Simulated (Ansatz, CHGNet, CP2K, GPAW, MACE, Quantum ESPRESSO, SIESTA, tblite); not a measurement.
## Random packing of 91Li3PO4-9P3N5 (mol %) (88 atoms): runs against a plane-wave reference

Density of this cell: 2.29 g/cm³. The cell holds 88 atoms: 30 Li, 13 P, 40 O and 5 N. Cell: a = 9.863 Å, b = 9.863 Å, c = 9.863 Å, α = 90.0°, β = 90.0°, γ = 90.0°. 88 atoms (30 Li, 13 P, 40 O, 5 N) packed at random in a cube at 2.29 g/cm³ and pushed apart as soft spheres, cations and anions kept from their own kind; a start for melting by ab initio MD, not an equilibrated structure. Then every atom was moved at random, 0.05 Å r.m.s. a Cartesian component.

Geometry: as built.

The reference, a calculation:

| Item | Value |
| --- | --- |
| method | Kohn-Sham DFT, PBE, PAW, plane waves (Ansatz 0.2.0); cutoff 420 eV, Γ point, fermi-dirac smearing of 0.05 eV; PAW set soft_2 |
| r.m.s. force component | 1.469 eV/Å |
| longest force | 5.411 eV/Å |
| pressure | -3.45 GPa |
| SCF cycles | 15 |
| time | 7.5 s on 8 threads of Arm Neoverse V2, shared host |
| CPU time | 50 s |

**Question.** The same geometry is run in other programs. How far does each lie from the reference, and what does it cost?
- MACE MPA-0 medium potential (MACE MPA-0 medium; 1 thread)
- QE PBE, sssp-1.3.0-efficiency, 60/480 Ry (Quantum ESPRESSO 7.5; 4 MPI ranks)
- GPAW PBE, LCAO sz(dzp), h 0.18 Å (GPAW 26.7.0; 1 thread)
- MACE MP-0b2 small potential (MACE MP-0b2 small; 1 thread)
- CP2K PBE, SZV-MOLOPT-SR, 800/50 Ry, diagonalisation (CP2K 2026.2; 2 threads)
- CHGNet r2SCAN potential (CHGNet r2SCAN; 1 thread)
- GPAW PBE, LCAO dzp, h 0.18 Å (GPAW 26.7.0; 1 thread)
- CP2K PBE, DZVP-MOLOPT-SR, 800/50 Ry, diagonalisation (CP2K 2026.2; 4 MPI ranks)
- SIESTA PBE, SZ, shift 0.02 Ry, mesh 500 Ry (SIESTA 5.4.2; 1 thread)
- SIESTA PBE, DZP, shift 0.01 Ry, mesh 500 Ry (SIESTA 5.4.2; 2 MPI ranks)

Differences are against the plane-wave reference, forces as r.m.s. over components; share is that over the reference's r.m.s. force, slope the least-squares factor from reference forces to these. Total energies of different programs have different zeros and aren't compared.

```csv
run,"Δ force, r.m.s. (meV/Å)",share (%),slope,Δ pressure (GPa),cores,CPU time,memory (GiB)
reference,-,-,-,-,8,50 s,1.2
MACE MPA-0 medium potential,356,24.2,0.981,1.08,1,9.2 s,1.2
"QE PBE, sssp-1.3.0-efficiency, 60/480 Ry",29.4,2.00,0.991,-0.108,4,33 min,2.7
"GPAW PBE, LCAO sz(dzp), h 0.18 Å (coarse)",1930,131,0.268,-,1,2 min,1.1
MACE MP-0b2 small potential,484,32.9,1.011,2.18,1,7.2 s,0.67
"CP2K PBE, SZV-MOLOPT-SR, 800/50 Ry, diagonalisation (coarse)",1845,126,0.308,22.6,2,14 min,4
CHGNet r2SCAN potential,641,43.6,1.150,-2.09,1,5.1 s,1.6
"GPAW PBE, LCAO dzp, h 0.18 Å",326,22.2,0.899,-,1,8.1 min,1.5
"CP2K PBE, DZVP-MOLOPT-SR, 800/50 Ry, diagonalisation",63.1,4.30,0.992,0.852,4,35 min,5.2
"SIESTA PBE, SZ, shift 0.02 Ry, mesh 500 Ry (coarse)",1787,122,0.335,6.23,1,3.7 min,0.81
"SIESTA PBE, DZP, shift 0.01 Ry, mesh 500 Ry",439,29.9,0.846,1.59,2,20 min,2.5
```

Rows marked coarse were listed beforehand as settings not expected to be converged; some can still land near the reference.

Times of the machine-learned potentials are mostly Python's start and the loading of weights.

CPU time is summed over cores on a shared host, where runs went side by side, so it is rough. Symmetry, cutoffs, thresholds, outputs and thread counts weren't matched or tuned between programs; memory under MPI is the largest rank's times the ranks.

PBE on plane waves or a grid with other potentials, cutoffs or grids, coarse settings apart, differs from the reference by 2.0 % (QE PBE, sssp-1.3.0-efficiency, 60/480 Ry) of the r.m.s. force; this holds the reference's own error, so differences of a few per cent don't tell which side is nearer the exact PBE result (QE's 60 Ry are 816 eV, against the reference's 420 eV). The PBE runs in local orbitals, coarse settings apart, differ by 4.3 % (CP2K PBE, DZVP-MOLOPT-SR, 800/50 Ry, diagonalisation) to 30 % (SIESTA PBE, DZP, shift 0.01 Ry, mesh 500 Ry); basis, grid and potentials can all enter. Machine-learned potentials differ by 24 % (MACE MPA-0 medium potential) to 44 % (CHGNet r2SCAN potential); they were trained on other programs' data, some at another functional. CP2K PBE, DZVP-MOLOPT-SR, 800/50 Ry, diagonalisation needed 90 SCF steps, so its time overstates the method's usual cost. Machine-learned potentials mimic data converged in k, so the reference's own k-point error enters their differences. The electronic-structure runs sample only Γ, in a cell whose shortest periodic width is 10 Å, which is coarse for a cell with partly filled levels.

[Logs are printed without paths, hosts, clocks, repeated set-up lines and the standing remarks that a program may print on its own settings, such as how far it seeks lower states.]

[Hosts, paths, dates, database ids (printed as entryN), source tags and the programs' standing remarks are cut or masked in the printed files.]
